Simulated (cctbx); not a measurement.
# Symmetry from intensities

Cell: a = 4.5690 Å, b = 13.6060 Å, c = 16.9180 Å, α = 90.00°, β = 90.00°, γ = 90.00°. Expected content of the cell: Pb2 Sn22 Cd2 Sr4 Ge10.

Simulated single-crystal data (cctbx): Mo Kα, λ = 0.71073 Å, to d = 0.6 Å, 50 % of the full sphere, strongest reflection 20000 counts, noise from counting, a 4 % proportional error and a noise floor of 4 counts (s.d.); no absorption.

Tests on the unmerged data give:

```text
10250 reflections to d = 0.600 A
centring   violations  <I/sigma> of those
    A       1699 of  5065      4.0
    B       1184 of  5119      2.0
    C       1707 of  5100      4.0
    I          0 of  5129      0.0
    R       2269 of  6802      4.0
    F       2295 of  7642      3.3
Laue class    unique    Rint  (classes that these axes allow; Friedel mates merged)
I 1 2/m 1        2423   0.053
I 1 1 2/m        2429   0.053
I 2/m 1 1        2531   0.053
I m m m          1443   0.056
space group    extra absences  I>4sigma  <I/sigma>
I 2 2 2                 0          0         -  acentric
I 21 21 21              0          0         -  acentric
I m m 2                 0          0         -  acentric
I 2 m m                 0          0         -  acentric
I m 2 m                 0          0         -  acentric
I m m m                 0          0         -  centric
Wilson B = 0.41 A^2   <|E^2-1|> = 1.171 (0.968 centric, 0.736 acentric)   E^2>4: 6.8 %
shell (A)         n   <I/sigma>
 8.46 - 1.20    198     13.3
 1.20 - 0.95    185     12.8
 0.95 - 0.83    181     11.8
 0.83 - 0.76    171     13.0
 0.76 - 0.70    189     10.7
 0.70 - 0.66    166     10.9
 0.66 - 0.63    176     11.0
 0.63 - 0.60    177     11.1
```

Q: Read the symmetry from these tables.

The reflections that I centring forbids are absent (⟨I/σ⟩ near 0), so the lattice is I.

Rint stays low (0.053 to 0.056) up to I m m m, the highest class in these axes.

6 settings pass the absence test. No glide or screw absences show, which leaves I 2 2 2, I 21 21 21, I m m 2, I 2 m m, I m 2 m and I m m m.

⟨|E²−1|⟩ = 1.171 is above even the centric ideal, a mark of pseudo-translation (a class of systematically weak reflections). It says nothing here on a centre of symmetry. The Wilson B of 0.41 Å² means U ≈ 0.0052 Å².

The true group is Imm2 (no. 44), Laue class mmm, non-centrosymmetric. The tables only narrow the choice to the tied entries; cell content, site symmetry and trial solutions must settle it.

The model was made for the exercise: a known structure type with other elements put in, its volume estimated, not relaxed; displacement parameters are assumed.

[Logs are printed without paths, hosts, clocks, repeated set-up lines and the standing remarks that a program may print on its own settings, such as how far it seeks lower states.]
